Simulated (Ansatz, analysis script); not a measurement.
## Stoner picture of a free-standing triangular Ti monolayer, spacing 3.288 Å

Is a free-standing triangular Ti monolayer, spacing 3.288 Å magnetic, nearly magnetic or plainly paramagnetic? E(M) and M(B) tell.

Main program and level: Ansatz 0.2.0; PBEsol, PAW set soft_1 (files made for PBE).

### 1. Starting point

The cell holds 1 atom: 1 Ti. Cell: a = 3.288 Å, b = 3.288 Å, c = 14.000 Å, α = 90.0°, β = 90.0°, γ = 120.0°. An idealised lattice of chosen spacing, in vacuum. Vacuum lies along c.

### 2. Starting state

A collinear run comes first: it shows whether moments survive, and how large they are.

The input, input.yaml:

```yaml
crystal:
  lattice:
    - [3.288, 0.0, 0.0]
    - [-1.644, 2.847492, 0.0]
    - [0.0, 0.0, 14.0]
  atoms:
    - { symbol: Ti, position: [0.0, 0.0, 0.5], spin: 1.0 }
magnetization:
  spin_polarized: true
kpoints:
  mp_grid: { grid: [10, 10, 1] }
hamiltonian:
  xc: pbesol
  pseudopotentials: { kind: paw, azcp: { folder: soft_1 }, xc_functional: pbe }
scf:
  occupations: { method: fermi_dirac, width: 0.1 }
  max_iter: 120
  convergence: { dr2_threshold: 1.0e-08 }
  lower_state_search: "off"
output:
  write_density: true
  write_potential: true
  elf: true
  volumetric_format: npy
```

Started as:

```
$ ansatz run input.yaml --threads 2 --pin off --max-ram 5120MiB --backend cpu --events-out ev --progress --plain --runs-dir out
```

Numbers of over 12 decimals in the logs are rounded to 6 here.

Log:

```text
Engine: ansatz 0.2.0, aarch64-unknown-linux-gnu
Pseudopotentials: kind: paw
Pseudopotential: Ti, paw, valence charge 12, recommended cutoff 420 eV (normal), soft_1/Ti.paw.azcp
Functional definition: PBEsol
  exchange = pbesol_x
  correlation = pbesol_c
Crystal: 1 atoms, lattice volume = 131.076 Å³
Basis set: ecut = 420 eV, 2627 PW (Γ)
Bands: 11, of which v1, the nominal top of the filled ones, is band 6 counted from 1 (5 counted from 0)
Symmetry: 24 space group operations
Space group: P6/mmm (ITA 191), of the structure as read, at distance tolerance 5.1e-5 Å
Magnetic group: BNS 191.233 (UNI 1463), of the structure as read, at distance tolerance 5.1e-5 Å
k-points: 14 of 100
Non-local potential: Ti, projectors of the file, l = 0: 3, l = 1: 2, l = 2: 3, l = 3: 1
PAW form: soft (Blöchl's): semilocal exchange-correlation on the pseudo side does not see the compensation charge
PAW frozen core: Ti, regenerated for the run's functional, and the local potential with it (the file was generated under x = pbe(κ = 0.804, μ = 0.219515), c = pbe(β = 0.066725))
PAW one-centre angular grid: Ti, 590 points (default); XC on 64 Gauss nodes
Initial density: superposition of atomic densities (neutral atoms: chi_scale 0, normalization atom)
Starting moments: Σ|m| = 1 μB on 1 of 1 site
Initial wavefunctions: pseudopotential atomic-orbital guess
Functional: x = pbesol(κ = 0.804, μ = 0.123457), c = pbesol(β = 0.046)
SCF iter   1: F=—  HF=-2471.242539 eV  |F-HF|=—  |Δ(HF+E_count)|=         —  Δρ=1.42e-2 (↑1.42e-2 ↓1.06e-2)  dr2=1.33e0  dr2_m=3.88e-2  M=1.385 μB ∫|m|=1.386 μB  β_m=1.00  ethr=3.10e-3  ⟨swp⟩=5.5  Hψ=1799  notcnv=0
preconditioner: auto → LDOS  [metal: Δε(μ)=0.018 eV  Ē_g=2.693 eV  σ=0.100 eV  W_gap=0.04  n_scr=8 (ndim 8)  ℏωp=6.5 eV  f_vac=0.620  D(μ)=3.67/eV (n_scr^D=16)]
spin=Collinear: LDOS preconditioning applied to the charge; magnetization (m = ρ↑ − ρ↓) channel mixes plain (no charge-response kernel on spin).
SCF iter   2: F=—  HF=-2471.127728 eV  |F-HF|=—  |Δ(HF+E_count)|=   1.15e-1  Δρ=9.60e-3 (↑9.60e-3 ↓8.09e-3)  dr2=5.38e-1  dr2_m=5.54e-2  M=1.867 μB ∫|m|=1.867 μB  β_m=1.00  ethr=3.10e-3  ⟨swp⟩=2.0  Hψ=605  notcnv=0
SCF iter   3: F=—  HF=-2471.054412 eV  |F-HF|=—  |Δ(HF+E_count)|=   7.33e-2  Δρ=7.15e-3 (↑7.15e-3 ↓4.13e-3)  dr2=8.68e-2  dr2_m=2.69e-2  M=2.179 μB ∫|m|=2.179 μB  β_m=1.00  ethr=3.10e-3  ⟨swp⟩=2.2  Hψ=466  notcnv=0
SCF iter   4: F=—  HF=-2471.071663 eV  |F-HF|=—  |Δ(HF+E_count)|=   1.73e-2  Δρ=2.29e-3 (↑2.29e-3 ↓1.47e-3)  dr2=6.36e-3  dr2_m=2.47e-3  M=2.320 μB ∫|m|=2.320 μB  β_m=1.00  ethr=7.23e-4  ⟨swp⟩=2.0  Hψ=508  notcnv=0
SCF iter   5: F=—  HF=-2471.091621 eV  |F-HF|=—  |Δ(HF+E_count)|=   2.00e-2  Δρ=1.36e-3 (↑1.36e-3 ↓8.15e-4)  dr2=2.06e-3  dr2_m=7.65e-4  M=2.382 μB ∫|m|=2.382 μB  β_m=0.30  ethr=5.30e-5  ⟨swp⟩=2.5  Hψ=522  notcnv=0
Mixer restart at iter 5: flushing history
spin-set hold released at iteration 5 (site moments contracting): the magnetisation degrees of freedom join the quasi-Newton model from the next iteration; the mixer history was flushed
SCF iter   6: F=—  HF=-2471.100173 eV  |F-HF|=—  |Δ(HF+E_count)|=   8.55e-3  Δρ=1.36e-3 (↑1.36e-3 ↓7.66e-4)  dr2=1.93e-3  dr2_m=9.37e-4  M=2.402 μB ∫|m|=2.402 μB  β_m=0.64  ethr=1.72e-5  ⟨swp⟩=1.1  Hψ=312  notcnv=0
SCF iter   7: F=—  HF=-2471.110189 eV  |F-HF|=—  |Δ(HF+E_count)|=   1.00e-2  Δρ=4.92e-4 (↑4.92e-4 ↓2.93e-4)  dr2=3.39e-4  dr2_m=1.40e-4  M=2.460 μB ∫|m|=2.460 μB  β_m=0.72  ethr=1.61e-5  ⟨swp⟩=2.0  Hψ=478  notcnv=0
SCF iter   8: F=—  HF=-2471.110506 eV  |F-HF|=—  |Δ(HF+E_count)|=   3.17e-4  Δρ=2.51e-4 (↑2.51e-4 ↓1.72e-4)  dr2=8.62e-5  dr2_m=3.82e-5  M=2.470 μB ∫|m|=2.470 μB  β_m=0.81  ethr=2.82e-6  ⟨swp⟩=2.0  Hψ=393  notcnv=0
SCF iter   9: F=—  HF=-2471.110626 eV  |F-HF|=—  |Δ(HF+E_count)|=   1.21e-4  Δρ=6.69e-5 (↑6.69e-5 ↓3.43e-5)  dr2=2.45e-6  dr2_m=2.58e-6  M=2.478 μB ∫|m|=2.478 μB  β_m=0.88  ethr=7.18e-7  ⟨swp⟩=2.2  Hψ=427  notcnv=0
SCF iter  10: F=—  HF=-2471.110633 eV  |F-HF|=—  |Δ(HF+E_count)|=   6.47e-6  Δρ=2.15e-5 (↑2.08e-5 ↓2.15e-5)  dr2=1.04e-6  dr2_m=3.60e-7  M=2.481 μB ∫|m|=2.481 μB  β_m=0.94  ethr=2.04e-8  ⟨swp⟩=2.3  Hψ=454  notcnv=0
SCF iter  11: F=—  HF=-2471.110634 eV  |F-HF|=—  |Δ(HF+E_count)|=   1.24e-6  Δρ=1.69e-5 (↑1.69e-5 ↓7.38e-6)  dr2=1.41e-7  dr2_m=1.56e-7  M=2.482 μB ∫|m|=2.482 μB  β_m=0.97  ethr=8.67e-9  ⟨swp⟩=2.7  Hψ=484  notcnv=0
SCF iter  12: F=—  HF=-2471.110634 eV  |F-HF|=—  |Δ(HF+E_count)|=   1.69e-7  Δρ=4.28e-6 (↑4.28e-6 ↓2.32e-6)  dr2=5.19e-8  dr2_m=3.17e-9  M=2.482 μB ∫|m|=2.483 μB  β_m=0.93  ethr=1.17e-9  ⟨swp⟩=2.1  Hψ=515  notcnv=0
SCF iter  13: F=-2471.110634 eV  HF=-2471.110634 eV  |F-HF|=5.85e-10  |Δ(HF+E_count)|=   8.74e-9  Δρ=1.16e-6 (↑1.16e-6 ↓2.82e-7)  dr2=1.33e-9  dr2_m=4.24e-10  M=2.483 μB ∫|m|=2.483 μB  ethr=8.33e-11  ⟨swp⟩=1.1  Hψ=827  notcnv=0
SCF 1 converged in 13 iterations: F = -2471.110634 eV  dr2 = 1.33e-9
  greatest PAW one-centre occupation: 0.999 electrons in one spin orbital (limit 2), on the Ti atom at site 0 (counted from 0), in its partial waves of l = 0
WARN: The output density's exchange-correlation potential varies sharply where the density is thin. Do not read a vacuum level from v_tot or v_xc, or from such a field of the output density. On a cell that repeats whose density bears no net charge and no dipole along the vacuum's axis use v_es (v_loc + v_h of the components); under efield.dipole_correction with no amplitude use v_es + v_field, which holds any externa [...]
SCF converged after 13 iterations
Magnetization: 2.4825 μB (7.2413 up, 4.7587 down)
Absolute magnetization: 2.4826 μB (∫|ρ↑−ρ↓|, with the PAW one-centre terms)
Spin contamination: 0.0004 ħ² per cell (⟨S²⟩ above its minimum at these occupations)
Per-site moments (μB) at R_I (Å): [(1.852851, 1.356300)]
Free energy (F): -2471.110634 eV
Harris-Foulkes:  -2471.110634 eV  (|F-HF|=5.85e-10)
Internal energy: -2471.016668 eV  (E = F + TS)
E sigma→0 (E₀):  -2471.063651 eV
Entropy (-TS):   -0.093966 eV (-93.966 meV/atom)
Fermi energy:    -1.532201 eV
--- Per-component energies (eV) ---
  E_band       = -336.098379
  E_kinetic    = 275.724239
  E_local      = -3591.479347  (includes V_loc(G=0)·N_el)
  E_nonlocal   = 63.978681
  E_hartree    = 1614.516679
  E_xc         = -110.907460
  E_vxc        = -139.222516  (∫ρ·V_xc dr)
  E_paw        = -1017.888309  (= ΣΔE_a)
  E_vpaw       = -174.133612  (= ΣTr[D̂ρ^β])
  E_aug_tail   = -0.000081  (compensation charges beyond the density's cutoff)
  E_ewald      = 294.899543
  E_core_change = 0.139385  (= ΣΔE_core)
  E_smearing   = -0.093966  (= −TS)
  E_closure    = 0.000000  (closes the sum)
  Σ components = -2471.110634   (vs F -2471.110634, Δ=0.00e0)
--- Band table (eV; the first three rows and the last of 28) ---
  k-point 0 ↑: bands = [... 2 lower, -35.4557, -35.4557, -5.6138, -2.0958, -1.5209, -1.4206, -1.4206, -0.7021, ... 1 higher]
  k-point 1 ↑: bands = [... 2 lower, -35.4698, -35.4591, -5.3964, -2.0219, -1.6885, -1.5277, -1.3022, -0.7295, ... 1 higher]
  k-point 2 ↑: bands = [... 2 lower, -35.5066, -35.4680, -4.7766, -1.9651, -1.8765, -1.7187, -0.9735, -0.8005, ... 1 higher]
  k-point 13 ↓: bands = [... 2 lower, -34.0563, -34.0281, -0.8844, -0.7614, -0.4449, -0.0582, 0.3644, 3.1702, ... 1 higher]
```

The job ended after 1.9 s (2 threads of Arm Neoverse V2, shared host; peak memory 0.37 GiB).

Spin moment in the atom's sphere by atom:

| atom | spin moment in the atom's sphere (μB) |
| --- | --- |
| Ti1 | 1.85 |

The run ends ferromagnetic, with a net moment of 2.48 μB a cell. With one Ti atom carrying the moment, parallel order of its images is forced by the cell, not found.

Spin density in the ca plane at fractional y = 0.000, with atoms of Ti within 0.2 Å of it.

Ten even steps from '0' (0.0 e/Å³) to '9' (1.3 e/Å³), each cell a mean:
```
0000000000000000002674100000000000000000
0000000000000000001221000000000000000000
0000000000000000000000000000000000000000
0000000000000000000000000000000000000000
0000000000000000000000000000000000000000
0000000000000000000000000000000000000000
0000000000000000000111000000000000000000
0000000000000000001453100000000000000000
0000000000000000003795100000000000000000
```
Columns run along c (14.0 Å), rows up along a (3.3 Å). Atoms in or near the plane, at fractional coordinates: Ti at (0.50, 0.00).

Valence density in the ca plane at fractional y = 0.000, with atoms of Ti within 0.2 Å of it. It is the smooth field of the valence electrons, not physical close to the nuclei.

Ten steps, logarithmic in the rise over the least value, from '0' (0 e/Å³) to '9' (11 e/Å³), each cell a mean:
```
0000000000000000136998510000000000000000
0000000000000000014675310000000000000000
0000000000000000012332110000000000000000
0000000000000000011111100000000000000000
0000000000000000011111100000000000000000
0000000000000000011221100000000000000000
0000000000000000013454210000000000000000
0000000000000000025887410000000000000000
0000000000000000137998520000000000000000
```
Columns run along c (14.0 Å), rows up along a (3.3 Å). Atoms in or near the plane, at fractional coordinates: Ti at (0.50, 0.00).

ELF in the ca plane at fractional y = 0.000, with atoms of Ti within 0.2 Å of it. It is the smooth field of the valence electrons, not physical close to the nuclei.

Ten even steps from '0' (0.00) to '9' (0.73), each cell a mean:
```
0000000000000111138999611111000000000000
0000000000000122114786212221000000000000
0000000000001233322232233321000000000000
0000000000001245654444566431000000000000
0000000000001245666555666532000000000000
0000000000001234443222345431000000000000
0000000000001123212554212321000000000000
0000000000000111126998411211000000000000
0000000000000111139989711111000000000000
```
Columns run along c (14.0 Å), rows up along a (3.3 Å). Atoms in or near the plane, at fractional coordinates: Ti at (0.50, 0.00).

### 3. Mesh refined

Levels at the Fermi energy are partly filled, so moments and energy differences can hang on the k-mesh, and the state is solved again on a denser one.

input.yaml, the sections that differ from step 2:

```yaml
crystal:
  lattice:
    - [3.288, 0.0, 0.0]
    - [-1.644, 2.847492, 0.0]
    - [0.0, 0.0, 14.0]
  atoms:
    - { symbol: Ti, position: [0.0, 0.0, 0.5], spin: 1.85 }
kpoints:
  mp_grid: { grid: [19, 19, 1] }
basis:
  ecutwfc: 420.0
checkpoint:
  read: start
  write: ck
  compress: false
  write_wavefunctions: false
  write_every: 100000
# magnetization, hamiltonian, scf: as in step 2
# output: removed
```

Log:

```text
[...]
k-point 0 ↑: bands = [... 2 lower, -35.4548, -35.4548, -5.6022, -2.0931, -1.5155, -1.4141, -1.4141, -0.7045, ... 1 higher]
  k-point 1 ↑: bands = [... 2 lower, -35.4588, -35.4558, -5.5415, -2.0720, -1.5716, -1.4453, -1.3809, -0.7123, ... 1 higher]
  k-point 2 ↑: bands = [... 2 lower, -35.4704, -35.4586, -5.3617, -2.0117, -1.6991, -1.5316, -1.2833, -0.7347, ... 1 higher]
  k-point 39 ↓: bands = [... 2 lower, -34.0573, -34.0418, -0.8441, -0.7392, -0.3709, -0.1627, 0.3638, 3.5911, ... 1 higher]
[key lines of the parts left out:]
SCF converged after 7 iterations
Magnetization: 2.4680 μB (7.2340 up, 4.7660 down)
Free energy (F): -2471.110149 eV
Fermi energy:    -1.536254 eV
```

Wall time 3.1 s (2 threads); peak memory 0.44 GiB; 5.9 s of CPU time.

Spin moment in the atom's sphere by atom:

| atom | spin moment in the atom's sphere (μB) |
| --- | --- |
| Ti1 | 1.84 |

The run ends ferromagnetic, with a net moment of 2.47 μB a cell, against 2.48 μB on the first mesh.

### 4. The non-magnetic reference

The state without spin is the zero of E(M).

input.yaml, the sections that differ from step 3:

```yaml
crystal:
  lattice:
    - [3.288, 0.0, 0.0]
    - [-1.644, 2.847492, 0.0]
    - [0.0, 0.0, 14.0]
  atoms:
    - { symbol: Ti, position: [0.0, 0.0, 0.5] }
scf:
  occupations: { method: fermi_dirac, width: 0.1 }
  max_iter: 120
  convergence: { dr2_threshold: 1.0e-08 }
# kpoints, hamiltonian, basis: as in step 3
# magnetization: removed
# checkpoint: removed
```

Started as:

```
$ ansatz run input.yaml --threads 1 --pin off --max-ram 2560MiB --backend cpu --events-out ev --progress --plain --runs-dir out
```

Log:

```text
[...]
Crystal: 1 atoms, lattice volume = 131.076 Å³
Basis set: ecut = 420 eV, 2627 PW (Γ)
Bands: 10, of which v1, the nominal top of the filled ones, is band 6 counted from 1 (5 counted from 0)
Symmetry: 24 space group operations
[...]
k-points: 40 of 361
[...]
SCF iter   1: F=—  HF=-2471.208876 eV  |F-HF|=—  |Δ(HF+E_count)|=         —  Δρ=2.44e-2  dr2=1.50e0  ethr=3.10e-3  ⟨swp⟩=5.1  Hψ=2404  notcnv=0
[...]
SCF iter   9: F=-2470.844277 eV  HF=-2470.844277 eV  |F-HF|=6.97e-9  |Δ(HF+E_count)|=   3.86e-8  Δρ=3.04e-6  dr2=5.40e-9  ethr=8.33e-11  ⟨swp⟩=1.0  Hψ=1074  notcnv=0
SCF 1 converged in 9 iterations: F = -2470.844277 eV  dr2 = 5.40e-9
[...]
SCF converged after 9 iterations
Free energy (F): -2470.844277 eV
[...]
Internal energy: -2470.659831 eV  (E = F + TS)
E sigma→0 (E₀):  -2470.752054 eV
Entropy (-TS):   -0.184446 eV (-184.446 meV/atom)
Fermi energy:    -1.384938 eV
[...]
```

Elapsed: 2.3 s, on 1 thread; peak memory 0.4 GiB.

The free collinear run lies 266 meV below it.

### 5. Without spin, levels printed

input.yaml: that of step 4 with these lines changed.

```diff
@@ -18 +18,3 @@
   ecutwfc: 420.0
+output:
+  eigenvalues: true
```

Log:

```text
[...]
Crystal: 1 atoms, lattice volume = 131.076 Å³
Basis set: ecut = 420 eV, 2627 PW (Γ)
Bands: 10, of which v1, the nominal top of the filled ones, is band 6 counted from 1 (5 counted from 0)
Symmetry: 24 space group operations
[...]
k-points: 40 of 361
[...]
SCF iter   1: F=—  HF=-2471.208876 eV  |F-HF|=—  |Δ(HF+E_count)|=         —  Δρ=2.44e-2  dr2=1.50e0  ethr=3.10e-3  ⟨swp⟩=5.1  Hψ=2404  notcnv=0
[...]
SCF iter   9: F=-2470.844277 eV  HF=-2470.844277 eV  |F-HF|=6.97e-9  |Δ(HF+E_count)|=   3.86e-8  Δρ=3.04e-6  dr2=5.40e-9  ethr=8.33e-11  ⟨swp⟩=1.5  Hψ=1294  notcnv=0
SCF 1 converged in 9 iterations: F = -2470.844277 eV  dr2 = 5.40e-9
[...]
SCF converged after 9 iterations
Free energy (F): -2470.844277 eV
[...]
Internal energy: -2470.659831 eV  (E = F + TS)
E sigma→0 (E₀):  -2470.752054 eV
Entropy (-TS):   -0.184446 eV (-184.446 meV/atom)
Fermi energy:    -1.384938 eV
[...]
--- Band table (eV; the first three rows and the last of 40) ---
[...]
```

Run time: 2.4 s. Hardware: 1 thread; peak memory 0.4 GiB.

### 6. Total moment fixed at 0.278 μB

Two Fermi levels, one a spin, hold the total moment exactly, which reaches states that a free run would leave.

input.yaml, the sections that differ from step 5:

```yaml
crystal:
  lattice:
    - [3.288, 0.0, 0.0]
    - [-1.644, 2.847492, 0.0]
    - [0.0, 0.0, 14.0]
  atoms:
    - { symbol: Ti, position: [0.0, 0.0, 0.5], spin: 0.278 }
magnetization:
  spin_polarized: true
  initial_magnetization: 0.278
  spin_locking: { lock_magnetization: hard }
scf:
  occupations: { method: fermi_dirac, width: 0.1 }
  max_iter: 120
  convergence: { dr2_threshold: 1.0e-08 }
  lower_state_search: "off"
# kpoints, hamiltonian, basis: as in step 5
# output: removed
```

Log:

```text
[...]
Crystal: 1 atoms, lattice volume = 131.076 Å³
Basis set: ecut = 420 eV, 2627 PW (Γ)
Bands: 11, of which v1, the nominal top of the filled ones, is band 6 counted from 1 (5 counted from 0)
Symmetry: 24 space group operations
[...]
k-points: 40 of 361
[...]
Starting moments: Σ|m| = 0.278 μB on 1 of 1 site
[...]
SCF iter   1: F=—  HF=-2471.209726 eV  |F-HF|=—  |Δ(HF+E_count)|=         —  Δρ=1.30e-2 (↑1.30e-2 ↓1.18e-2)  dr2=1.49e0  dr2_m=6.84e-3  M=0.278 μB ∫|m|=0.278 μB  β_m=0.30  ethr=3.10e-3  ⟨swp⟩=5.6  Hψ=5134  notcnv=0
[...]
SCF iter  13: F=-2470.848983 eV  HF=-2470.848983 eV  |F-HF|=1.18e-11  |Δ(HF+E_count)|=   1.28e-9  Δρ=1.85e-7 (↑1.85e-7 ↓1.65e-7)  dr2=8.32e-11  dr2_m=1.32e-11  M=0.278 μB ∫|m|=0.278 μB  ethr=1.00e-12  ⟨swp⟩=1.0  Hψ=2777  notcnv=0
SCF 1 converged in 13 iterations: F = -2470.848983 eV  dr2 = 8.32e-11
[...]
SCF converged after 13 iterations
Stability checked in part: among states of this total moment the steps that led to this state did not find it unstable. No probe was made; neither looks for a lower state of another moment (fixed_total_moment; see scf.lower_state_search)
Magnetization: 0.2780 μB (6.1390 up, 5.8610 down)
Absolute magnetization: 0.2780 μB (∫|ρ↑−ρ↓|, with the PAW one-centre terms)
[...]
Per-site moments (μB) at R_I (Å): [(0.205456, 1.356300)]
Free energy (F): -2470.848983 eV
[...]
Internal energy: -2470.665668 eV  (E = F + TS)
E sigma→0 (E₀):  -2470.757326 eV
Entropy (-TS):   -0.183316 eV (-183.316 meV/atom)
Fermi energy:    -1.384673 (↑ -1.418493, ↓ -1.350853) eV
[...]
```

Elapsed: 6.7 s, on 1 thread; peak memory 0.42 GiB.

The energy is -4.71 meV from the state without spin, and the largest site carries 0.205 μB.

### 7. Total moment fixed at 0.556 μB

input.yaml, the sections that differ from step 6:

```yaml
crystal:
  lattice:
    - [3.288, 0.0, 0.0]
    - [-1.644, 2.847492, 0.0]
    - [0.0, 0.0, 14.0]
  atoms:
    - { symbol: Ti, position: [0.0, 0.0, 0.5], spin: 0.556 }
magnetization:
  spin_polarized: true
  initial_magnetization: 0.556
  spin_locking: { lock_magnetization: hard }
# kpoints, hamiltonian, scf, basis: as in step 6
```

Log:

```text
[...]
Crystal: 1 atoms, lattice volume = 131.076 Å³
Basis set: ecut = 420 eV, 2627 PW (Γ)
Bands: 11, of which v1, the nominal top of the filled ones, is band 6 counted from 1 (5 counted from 0)
Symmetry: 24 space group operations
[...]
k-points: 40 of 361
[...]
Starting moments: Σ|m| = 0.556 μB on 1 of 1 site
[...]
Magnetization: 0.5560 μB (6.2780 up, 5.7220 down)
Absolute magnetization: 0.5560 μB (∫|ρ↑−ρ↓|, with the PAW one-centre terms)
[...]
Per-site moments (μB) at R_I (Å): [(0.411297, 1.356300)]
Free energy (F): -2470.863042 eV
[...]
Internal energy: -2470.683204 eV  (E = F + TS)
E sigma→0 (E₀):  -2470.773123 eV
Entropy (-TS):   -0.179838 eV (-179.838 meV/atom)
Fermi energy:    -1.383453 (↑ -1.450681, ↓ -1.316226) eV
[...]
[key lines of the parts left out:]
SCF converged after 12 iterations
```

Elapsed: 5.9 s, on 1 thread; peak memory 0.42 GiB.

The energy is -18.8 meV from the state without spin, and the largest site carries 0.411 μB.

### 8. Total moment fixed at 1.389 μB

input.yaml, the sections that differ from step 7:

```yaml
crystal:
  lattice:
    - [3.288, 0.0, 0.0]
    - [-1.644, 2.847492, 0.0]
    - [0.0, 0.0, 14.0]
  atoms:
    - { symbol: Ti, position: [0.0, 0.0, 0.5], spin: 1.389 }
magnetization:
  spin_polarized: true
  initial_magnetization: 1.389
  spin_locking: { lock_magnetization: hard }
# kpoints, hamiltonian, scf, basis: as in step 7
```

Log:

```text
[...]
Crystal: 1 atoms, lattice volume = 131.076 Å³
Basis set: ecut = 420 eV, 2627 PW (Γ)
Bands: 11, of which v1, the nominal top of the filled ones, is band 6 counted from 1 (5 counted from 0)
Symmetry: 24 space group operations
[...]
k-points: 40 of 361
[...]
Starting moments: Σ|m| = 1.389 μB on 1 of 1 site
[...]
Magnetization: 1.3890 μB (6.6945 up, 5.3055 down)
Absolute magnetization: 1.3890 μB (∫|ρ↑−ρ↓|, with the PAW one-centre terms)
[...]
Per-site moments (μB) at R_I (Å): [(1.033950, 1.356300)]
Free energy (F): -2470.958700 eV
[...]
Internal energy: -2470.805797 eV  (E = F + TS)
E sigma→0 (E₀):  -2470.882248 eV
Entropy (-TS):   -0.152903 eV (-152.903 meV/atom)
Fermi energy:    -1.362229 (↑ -1.521143, ↓ -1.203315) eV
[...]
[key lines of the parts left out:]
SCF converged after 11 iterations
```

Run time: 5.3 s. Hardware: 1 thread; peak memory 0.42 GiB.

The energy is -114 meV from the state without spin, and the largest site carries 1.03 μB.

(Continued in part 2 of 2.)

[Logs and program files are shortened in this print: banners, set-up blocks, solver, clock and traceback lines can be left out without a mark of their own.]

[Logs are printed without paths, hosts, clocks, repeated set-up lines and the standing remarks that a program may print on its own settings, such as how far it seeks lower states.]

[Hosts, paths, dates, database ids (printed as entryN), source tags and the programs' standing remarks are cut or masked in the printed files.]
